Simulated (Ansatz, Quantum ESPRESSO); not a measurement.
# Evanescent states of C, diamond type, lattice constant set to 3.677 Å, part 2 of 3

Wanted: the complex band structure of C, diamond type, lattice constant set to 3.677 Å, as for a tunnel barrier.

Quantum ESPRESSO 7.5; plane-wave DFT, PBE, GBRV ultrasoft pseudopotentials; cross-check by Ansatz 0.2.0 with PAW datasets.

So far. Step 2 (Ground state): The run needed 7 iterations to bring the estimated error under 1e-09 Ry.

### 3. Complex band structure

Level of this step: complex band structure by pwcond; plane-wave DFT, PBE, GBRV ultrasoft pseudopotentials (Quantum ESPRESSO).

ikind = 0 solves one period of the crystal for all kz, real and complex, at each energy and k across. ewind and epsproj trim the two-dimensional plane-wave basis; nz1 sets the subslabs.

Input file cbs.in:

```
&inputcond
  outdir = './out'
  prefixl = 'scf'
  band_file = 'cbs'
  ikind = 0
  ewind = 4.0
  epsproj = 1e-05
  nz1 = 7
  energy0 = 4.48
  denergy = -0.16
/
4
  0.00000000 0.00000000 1.00000000
  0.50000000 0.00000000 1.00000000
  0.50000000 0.50000000 1.00000000
  0.25000000 0.00000000 1.00000000
41
```

On the command line:

```console
> OMP_NUM_THREADS=1 mpirun -n 2 pwcond.x -in cbs.in > cbs.out
```

The log of the run:

```text
[banner, memory and clock lines left out]
Program PWCOND v.7.5 starts

          URL

     ./out/scf.save/

     IMPORTANT: XC functional enforced from input :
     Exchange-correlation= PBE
                           (   1   4   3   4   0   0   0)
     Any further DFT definition will be discarded
     Please, verify this is what you really want

     Reading collected, re-writing distributed wavefunctions

===== INPUT FILE containing the left lead =====

     GEOMETRY:

     lattice parameter (alat)  =       4.9133  a.u.
     the volume                =     167.7442 (a.u.)^3
     the cross section         =      24.1410 (a.u.)^2
     l of the unit cell        =       1.4142 (alat)
     number of atoms/cell      =            4
     number of atomic types    =            1

     crystal axes: (cart. coord. in units of alat)
               a(1) = (  1.0000  0.0000  0.0000 )
               a(2) = (  0.0000  1.0000  0.0000 )
               a(3) = (  0.0000  0.0000  1.4142 )

   Cartesian axes

     site n.     atom                  positions (alat units)
          1        C      tau(  1)=(  0.0000  0.0000  1.4142  )
          2        C      tau(  2)=(  0.5000  0.0000  0.3536  )
          3        C      tau(  3)=(  0.5000  0.5000  0.7071  )
          4        C      tau(  4)=(  0.0000  0.5000  1.0607  )

     nr1s                      =           20
     nr2s                      =           20
     nr3s                      =           27
     nr1sx                     =           20
     nr2sx                     =           20
     nr3sx                     =           27
     nr1                       =           24
     nr2                       =           24
     nr3                       =           32
     nr1x                      =           24
     nr2x                      =           24
     nr3x                      =           32

 _______________________________
  Radii of nonlocal spheres:

     type       ibeta     ang. mom.          radius (alat units)
       C          1         0                    0.2681
       C          2         0                    0.2681
       C          3         1                    0.2681
       C          4         1                    0.2681
----- General information -----

----- Complex band structure calculation -----

     nrx                       =           20
     nry                       =           20
     nz1                       =            7

     energy0               =         4.5E+00
     denergy               =        -1.6E-01
     nenergy               =         41
     ecut2d                =         4.0E+01
     ewind                 =         4.0E+00
     epsproj               =         1.0E-05

     number of k_|| points=    4
                       cryst. coord.
        k(    1) = (   0.0000000   0.0000000), wk =   0.2500000
        k(    2) = (   0.5000000   0.0000000), wk =   0.2500000
        k(    3) = (   0.5000000   0.5000000), wk =   0.2500000
        k(    4) = (   0.2500000   0.0000000), wk =   0.2500000
----- Information about left lead -----

     nocros                   =            8
     noins                    =           24
     norb                     =           40
     norbf                    =           40
     nrz                      =           27

      iorb      type   ibeta   ang. mom.   m       position (alat)
        1        1       1        0        1   taunew(   1)=(  0.0000  0.0000  0.0000)
        2        1       2        0        1   taunew(   2)=(  0.0000  0.0000  0.0000)
        3        1       3        1        1   taunew(   3)=(  0.0000  0.0000  0.0000)
        4        1       3        1        2   taunew(   4)=(  0.0000  0.0000  0.0000)
        5        1       3        1        3   taunew(   5)=(  0.0000  0.0000  0.0000)
        6        1       4        1        1   taunew(   6)=(  0.0000  0.0000  0.0000)
        7        1       4        1        2   taunew(   7)=(  0.0000  0.0000  0.0000)
        8        1       4        1        3   taunew(   8)=(  0.0000  0.0000  0.0000)
        9        1       1        0        1   taunew(   9)=(  0.5000  0.0000  0.3536)
       10        1       2        0        1   taunew(  10)=(  0.5000  0.0000  0.3536)
       11        1       3        1        1   taunew(  11)=(  0.5000  0.0000  0.3536)
       12        1       3        1        2   taunew(  12)=(  0.5000  0.0000  0.3536)
       13        1       3        1        3   taunew(  13)=(  0.5000  0.0000  0.3536)
       14        1       4        1        1   taunew(  14)=(  0.5000  0.0000  0.3536)
       15        1       4        1        2   taunew(  15)=(  0.5000  0.0000  0.3536)
       16        1       4        1        3   taunew(  16)=(  0.5000  0.0000  0.3536)
       17        1       1        0        1   taunew(  17)=(  0.5000  0.5000  0.7071)
       18        1       2        0        1   taunew(  18)=(  0.5000  0.5000  0.7071)
       19        1       3        1        1   taunew(  19)=(  0.5000  0.5000  0.7071)
       20        1       3        1        2   taunew(  20)=(  0.5000  0.5000  0.7071)
       21        1       3        1        3   taunew(  21)=(  0.5000  0.5000  0.7071)
       22        1       4        1        1   taunew(  22)=(  0.5000  0.5000  0.7071)
       23        1       4        1        2   taunew(  23)=(  0.5000  0.5000  0.7071)
       24        1       4        1        3   taunew(  24)=(  0.5000  0.5000  0.7071)
       25        1       1        0        1   taunew(  25)=(  0.0000  0.5000  1.0607)
       26        1       2        0        1   taunew(  26)=(  0.0000  0.5000  1.0607)
       27        1       3        1        1   taunew(  27)=(  0.0000  0.5000  1.0607)
       28        1       3        1        2   taunew(  28)=(  0.0000  0.5000  1.0607)
       29        1       3        1        3   taunew(  29)=(  0.0000  0.5000  1.0607)
       30        1       4        1        1   taunew(  30)=(  0.0000  0.5000  1.0607)
       31        1       4        1        2   taunew(  31)=(  0.0000  0.5000  1.0607)
       32        1       4        1        3   taunew(  32)=(  0.0000  0.5000  1.0607)
       33        1       1        0        1   taunew(  33)=(  0.0000  0.0000  1.4142)
       34        1       2        0        1   taunew(  34)=(  0.0000  0.0000  1.4142)
       35        1       3        1        1   taunew(  35)=(  0.0000  0.0000  1.4142)
       36        1       3        1        2   taunew(  36)=(  0.0000  0.0000  1.4142)
       37        1       3        1        3   taunew(  37)=(  0.0000  0.0000  1.4142)
       38        1       4        1        1   taunew(  38)=(  0.0000  0.0000  1.4142)
       39        1       4        1        2   taunew(  39)=(  0.0000  0.0000  1.4142)
       40        1       4        1        3   taunew(  40)=(  0.0000  0.0000  1.4142)
    k slab    z(k)  z(k+1)     crossing(iorb=1,norb)
    1   0.0000 0.0524 0.0524   1111111100000000000000000000000000000000
    2   0.0524 0.1048 0.0524   1111111111111111000000000000000000000000
    3   0.1048 0.1571 0.0524   1111111111111111000000000000000000000000
    4   0.1571 0.2095 0.0524   1111111111111111000000000000000000000000
    5   0.2095 0.2619 0.0524   1111111111111111000000000000000000000000
    6   0.2619 0.3143 0.0524   1111111111111111000000000000000000000000
    7   0.3143 0.3666 0.0524   0000000011111111000000000000000000000000
    8   0.3666 0.4190 0.0524   0000000011111111000000000000000000000000
    9   0.4190 0.4714 0.0524   0000000011111111111111110000000000000000
   10   0.4714 0.5238 0.0524   0000000011111111111111110000000000000000
   11   0.5238 0.5762 0.0524   0000000011111111111111110000000000000000
   12   0.5762 0.6285 0.0524   0000000011111111111111110000000000000000
   13   0.6285 0.6809 0.0524   0000000000000000111111110000000000000000
   14   0.6809 0.7333 0.0524   0000000000000000111111110000000000000000
   15   0.7333 0.7857 0.0524   0000000000000000111111110000000000000000
   16   0.7857 0.8381 0.0524   0000000000000000111111111111111100000000
   17   0.8381 0.8904 0.0524   0000000000000000111111111111111100000000
   18   0.8904 0.9428 0.0524   0000000000000000111111111111111100000000
   19   0.9428 0.9952 0.0524   0000000000000000111111111111111100000000
   20   0.9952 1.0476 0.0524   0000000000000000000000001111111100000000
   21   1.0476 1.0999 0.0524   0000000000000000000000001111111100000000
   22   1.0999 1.1523 0.0524   0000000000000000000000001111111111111111
   23   1.1523 1.2047 0.0524   0000000000000000000000001111111111111111
   24   1.2047 1.2571 0.0524   0000000000000000000000001111111111111111
   25   1.2571 1.3095 0.0524   0000000000000000000000001111111111111111
   26   1.3095 1.3618 0.0524   0000000000000000000000001111111111111111
   27   1.3618 1.4142 0.0524   0000000000000000000000000000000011111111
 ngper, shell number =           69          13
 ngper, n2d =           69          64
---  E-Ef =    4.4800000  k =    0.0000000   0.0000000
---  ie =          1  ik =          1
 Nchannels of the left tip =            2
 Right moving states:
   k1(2pi/a)   k2(2pi/a)   E-Ef (eV)
  -0.0216108  -0.0000000   4.4800000
  -0.4052487  -0.0000000   4.4800000
 Left moving states:
   k1(2pi/a)   k2(2pi/a)   E-Ef (eV)
   0.0216108  -0.0000000   4.4800000
   0.4052487  -0.0000000   4.4800000

---  E-Ef =    4.3200000  k =    0.0000000   0.0000000
---  ie =          2  ik =          1
 Nchannels of the left tip =            2
 Right moving states:
   k1(2pi/a)   k2(2pi/a)   E-Ef (eV)
  -0.0614731  -0.0000000   4.3200000
  -0.4631571  -0.0000000   4.3200000
 Left moving states:
   k1(2pi/a)   k2(2pi/a)   E-Ef (eV)
   0.0614731  -0.0000000   4.3200000
   0.4631571  -0.0000000   4.3200000
[... further energies and points left out ...]
---  E-Ef =   -1.7600000  k =    0.2500000   0.0000000
---  ie =         40  ik =          4
 Nchannels of the left tip =            3
 Right moving states:
   k1(2pi/a)   k2(2pi/a)   E-Ef (eV)
   0.1928058   0.0000000  -1.7600000
  -0.2762479   0.0000000  -1.7600000
  -0.3458591  -0.0000000  -1.7600000
 Left moving states:
   k1(2pi/a)   k2(2pi/a)   E-Ef (eV)
  -0.1928058  -0.0000000  -1.7600000
   0.2762479   0.0000000  -1.7600000
   0.3458591   0.0000000  -1.7600000

---  E-Ef =   -1.9200000  k =    0.2500000   0.0000000
---  ie =         41  ik =          4
 Nchannels of the left tip =            3
 Right moving states:
   k1(2pi/a)   k2(2pi/a)   E-Ef (eV)
   0.1609562  -0.0000000  -1.9200000
  -0.3011927   0.0000000  -1.9200000
  -0.3763211  -0.0000000  -1.9200000
 Left moving states:
   k1(2pi/a)   k2(2pi/a)   E-Ef (eV)
  -0.1609562   0.0000000  -1.9200000
   0.3011927   0.0000000  -1.9200000
   0.3763211   0.0000000  -1.9200000

Note: The following floating-point exceptions are signalling: IEEE_UNDERFLOW_FLAG
Note: The following floating-point exceptions are signalling: IEEE_UNDERFLOW_FLAG
```

The job ended after 45 s (2 MPI ranks of Arm Neoverse N1, shared host; peak memory 0.09 GiB).

Read from the output:

| Property | Result |
| --- | --- |
| peak of the smallest κ at the zone centre | 0.313 Å⁻¹ |
| energy of the peak at the zone centre | 2.56 eV |

K across = (0, 0) in the cell's reciprocal vectors; values within 0.0025 1/Å of each other count once, columns are sorted by size at each energy, a dash where no further value was kept. Im kz of the slowest decaying states against energy, zero at the highest filled level of the SCF mesh:

| energy (eV) | decay 1 (Å⁻¹) | decay 2 (Å⁻¹) | decay 3 (Å⁻¹) |
| --- | --- | --- | --- |
| -1.92 | 1.45 | 2.32 | 2.70 |
| -1.76 | 1.43 | 2.31 | 2.69 |
| -1.44 | 1.39 | 2.30 | 2.68 |
| -1.28 | 1.37 | 2.29 | 2.67 |
| -0.96 | 1.33 | 2.27 | 2.65 |
| -0.80 | 1.31 | 2.26 | 2.64 |
| -0.64 | 1.29 | 2.25 | 2.64 |
| -0.32 | 1.24 | 2.23 | 2.62 |
| -0.16 | 1.22 | 2.22 | 2.61 |
| 0.00 | 0.019 | 0.033 | 1.20 |
| 0.32 | 0.157 | 0.2 | 1.15 |
| 0.48 | 0.187 | 0.242 | 1.12 |
| 0.80 | 0.232 | 0.308 | 1.07 |
| 0.96 | 0.248 | 0.334 | 1.05 |
| 1.12 | 0.262 | 0.359 | 1.02 |
| 1.44 | 0.284 | 0.4 | 0.965 |
| 1.60 | 0.292 | 0.419 | 0.935 |
| 1.76 | 0.299 | 0.436 | 0.905 |
| 2.08 | 0.308 | 0.466 | 0.84 |
| 2.24 | 0.31 | 0.48 | 0.805 |
| 2.56 | 0.313 | 0.505 | 0.729 |
| 2.72 | 0.312 | 0.516 | 0.688 |
| 2.88 | 0.31 | 0.526 | 0.644 |
| 3.20 | 0.303 | 0.543 | 2.03 |
| 3.36 | 0.298 | 0.483 | 0.554 |
| 3.52 | 0.292 | 0.413 | 0.562 |
| 3.84 | 0.205 | 0.276 | 0.576 |
| 4.00 | 0.265 | 0.582 | 1.98 |
| 4.32 | 0.24 | 0.593 | 1.96 |
| 4.48 | 0.224 | 0.598 | 1.95 |

K across = (0, 0) in the cell's reciprocal vectors. Re kz of states that move upwards against energy, zero at the highest filled level of the SCF mesh:

| energy (eV) | channel 1 (Å⁻¹) | channel 2 (Å⁻¹) | channel 3 (Å⁻¹) |
| --- | --- | --- | --- |
| -1.92 | -0.523 | -0.493 | -0.493 |
| -1.76 | -0.498 | -0.464 | -0.464 |
| -1.44 | -0.446 | -0.405 | -0.405 |
| -1.28 | -0.418 | -0.375 | -0.375 |
| -0.96 | -0.357 | -0.313 | -0.313 |
| -0.80 | -0.324 | -0.280 | -0.280 |
| -0.64 | -0.288 | -0.246 | -0.246 |
| -0.32 | -0.200 | -0.167 | -0.167 |
| -0.16 | -0.138 | -0.115 | -0.115 |
| 0.00 | - | - | - |
| 0.32 | - | - | - |
| 0.48 | - | - | - |
| 0.80 | - | - | - |
| 0.96 | - | - | - |
| 1.12 | - | - | - |
| 1.44 | - | - | - |
| 1.60 | - | - | - |
| 1.76 | - | - | - |
| 2.08 | - | - | - |
| 2.24 | - | - | - |
| 2.56 | - | - | - |
| 2.72 | - | - | - |
| 2.88 | - | - | - |
| 3.20 | - | - | - |
| 3.36 | - | - | - |
| 3.52 | - | - | - |
| 3.84 | - | - | - |
| 4.00 | -0.328 | 0.642 | - |
| 4.32 | -0.791 | -0.105 | - |
| 4.48 | -0.692 | -0.0369 | - |

K across = (1/2, 0) in the cell's reciprocal vectors; values within 0.0025 1/Å of each other count once, columns are sorted by size at each energy, a dash where no further value was kept. Table of Im kz of the slowest decaying states by energy, zero at the highest filled level of the SCF mesh:

| energy (eV) | decay 1 (Å⁻¹) | decay 2 (Å⁻¹) | decay 3 (Å⁻¹) |
| --- | --- | --- | --- |
| -1.92 | 0.238 | 0.707 | 1.86 |
| -1.76 | 0.263 | 0.749 | 1.85 |
| -1.60 | 0.285 | 0.783 | 1.83 |
| -1.44 | 0.305 | 0.81 | 1.82 |
| -1.28 | 0.323 | 0.832 | 1.80 |
| -1.12 | 0.339 | 0.851 | 1.78 |
| -0.96 | 0.354 | 0.867 | 1.77 |
| -0.64 | 0.381 | 0.891 | 1.74 |
| -0.48 | 0.393 | 0.9 | 1.72 |
| -0.32 | 0.403 | 0.907 | - |
| -0.16 | 0.414 | 0.914 | 1.69 |
| 0.00 | 0.423 | 0.919 | 1.67 |
| 0.16 | 0.432 | 0.923 | 1.65 |
| 0.32 | 0.44 | 0.925 | 1.63 |
| 0.48 | 0.447 | 0.928 | 1.62 |
| 0.64 | 0.454 | 0.929 | 1.60 |
| 0.80 | 0.461 | 0.929 | 1.58 |
| 0.96 | 0.466 | 0.929 | 1.56 |
| 1.12 | 0.472 | 0.928 | 1.54 |
| 1.44 | 0.481 | 0.924 | 1.51 |
| 1.60 | 0.484 | 0.921 | 1.49 |
| 1.76 | 0.488 | 0.918 | 1.47 |
| 1.92 | 0.491 | 0.914 | 1.45 |
| 2.08 | 0.493 | 0.909 | 1.43 |
| 2.24 | 0.495 | 0.904 | 1.41 |
| 2.40 | 0.497 | 0.899 | 1.39 |
| 2.56 | 0.498 | 0.893 | 1.37 |
| 2.72 | 0.498 | 0.887 | 1.35 |
| 2.88 | 0.499 | 0.88 | 1.33 |
| 3.04 | 0.498 | 0.873 | 1.31 |
| 3.20 | 0.498 | 0.865 | 1.29 |
| 3.52 | 0.495 | 0.848 | 1.24 |
| 3.68 | 0.492 | 0.839 | 1.22 |
| 3.84 | 0.49 | 0.829 | 1.20 |
| 4.00 | 0.486 | 0.819 | 1.18 |
| 4.16 | 0.483 | 0.809 | 1.15 |
| 4.32 | 0.478 | 0.797 | 1.13 |
| 4.48 | 0.473 | 0.786 | 1.10 |

K across = (1/2, 1/2) in the cell's reciprocal vectors; values within 0.0025 1/Å of each other count once, columns are sorted by size at each energy, a dash where no further value was kept. Table of Im kz of the slowest decaying states by energy, zero at the highest filled level of the SCF mesh:

| energy (eV) | decay 1 (Å⁻¹) | decay 2 (Å⁻¹) | decay 3 (Å⁻¹) |
| --- | --- | --- | --- |
| -1.92 | 0.509 | 2.85 | 3.13 |
| -1.76 | 0.51 | 2.84 | - |
| -1.60 | 0.511 | 2.83 | - |
| -1.44 | 0.512 | 2.82 | 3.12 |
| -1.28 | 0.512 | 2.82 | 3.11 |
| -1.12 | 0.512 | 2.81 | 3.10 |
| -0.96 | 0.511 | 2.8 | 3.10 |
| -0.64 | 0.508 | 2.78 | 3.08 |
| -0.48 | 0.505 | 2.78 | 3.08 |
| -0.32 | 0.503 | 2.77 | 3.07 |
| -0.16 | 0.5 | 2.76 | 3.07 |
| 0.00 | 0.496 | 2.75 | 3.06 |
| 0.16 | 0.492 | 2.74 | 3.05 |
| 0.32 | 0.488 | 2.73 | 3.05 |
| 0.48 | 0.483 | 2.73 | 3.04 |
| 0.64 | 0.478 | 2.72 | 3.04 |
| 0.80 | 0.473 | 2.71 | 3.03 |
| 0.96 | 0.466 | 2.70 | 3.02 |
| 1.12 | 0.46 | 2.69 | 3.02 |
| 1.44 | 0.445 | 2.68 | 3.00 |
| 1.60 | 0.437 | 2.67 | 3.00 |
| 1.76 | 0.429 | 2.66 | 2.99 |
| 1.92 | 0.419 | 2.65 | 2.98 |
| 2.08 | 0.409 | 2.64 | 2.98 |
| 2.24 | 0.399 | 2.63 | 2.97 |
| 2.40 | 0.388 | 2.62 | 2.96 |
| 2.56 | 0.376 | 2.62 | 2.96 |
| 2.72 | 0.363 | 2.61 | 2.95 |
| 2.88 | 0.349 | 2.60 | 2.94 |
| 3.04 | 0.335 | 2.59 | 2.94 |
| 3.20 | 0.319 | 2.58 | 2.93 |
| 3.52 | 0.283 | 2.56 | 2.92 |
| 3.68 | 0.262 | 2.55 | 2.91 |
| 3.84 | 0.239 | 2.54 | - |
| 4.00 | 0.213 | 2.53 | 2.90 |
| 4.16 | 0.182 | 2.52 | 2.89 |
| 4.32 | 0.144 | 2.52 | 2.89 |
| 4.48 | 0.09 | 2.50 | 2.88 |

K across = (1/4, 0) in the cell's reciprocal vectors; values within 0.0025 1/Å of each other count once, columns are sorted by size at each energy, a dash where no further value was kept. The Im kz of the slowest decaying states by energy, zero at the highest filled level of the SCF mesh:

| energy (eV) | decay 1 (Å⁻¹) | decay 2 (Å⁻¹) | decay 3 (Å⁻¹) |
| --- | --- | --- | --- |
| -1.92 | 1.61 | 1.82 | 2.17 |
| -1.76 | 1.59 | 1.81 | 2.16 |
| -1.44 | 0.12 | 1.55 | 1.78 |
| -1.28 | 0.172 | 1.54 | 1.77 |
| -0.96 | 0.24 | 1.5 | 1.75 |
| -0.80 | 0.266 | 1.48 | 1.73 |
| -0.64 | 0.103 | 0.289 | 1.46 |
| -0.32 | 0.247 | 0.327 | 1.43 |
| -0.16 | 0.29 | 0.344 | 1.41 |
| 0.00 | 0.325 | 0.359 | 1.39 |
| 0.32 | 0.38 | 0.385 | 1.35 |
| 0.48 | 0.396 | 0.402 | 1.33 |
| 0.80 | 0.417 | 0.439 | 1.29 |
| 0.96 | 0.425 | 0.455 | 1.27 |
| 1.12 | 0.434 | 0.469 | 1.25 |
| 1.44 | 0.448 | 0.491 | 1.20 |
| 1.60 | 0.454 | 0.501 | 1.18 |
| 1.76 | 0.459 | 0.509 | 1.16 |
| 2.08 | 0.468 | 0.521 | 1.11 |
| 2.24 | 0.471 | 0.526 | 1.09 |
| 2.56 | 0.477 | 0.532 | 1.04 |
| 2.72 | 0.479 | 0.534 | 1.01 |
| 2.88 | 0.48 | 0.534 | 0.988 |
| 3.20 | 0.481 | 0.532 | 0.932 |
| 3.36 | 0.48 | 0.53 | 0.902 |
| 3.52 | 0.479 | 0.526 | 0.871 |
| 3.84 | 0.475 | 0.515 | 0.804 |
| 4.00 | 0.473 | 0.508 | 0.767 |
| 4.32 | 0.465 | 0.49 | 0.686 |
| 4.48 | 0.46 | 0.479 | 0.64 |

(Part 2 of 3 ends here.)

[Logs are printed without paths, hosts, clocks, repeated set-up lines and the standing remarks that a program may print on its own settings, such as how far it seeks lower states.]

[Hosts, paths, dates, database ids (printed as entryN), source tags and the programs' standing remarks are cut or masked in the printed files.]

[Maps of the electrostatic potential energy from Ansatz leave out the sawtooth potential of an applied field or a dipole correction, so their vacuum need not be flat; planar profiles and work functions include it.]
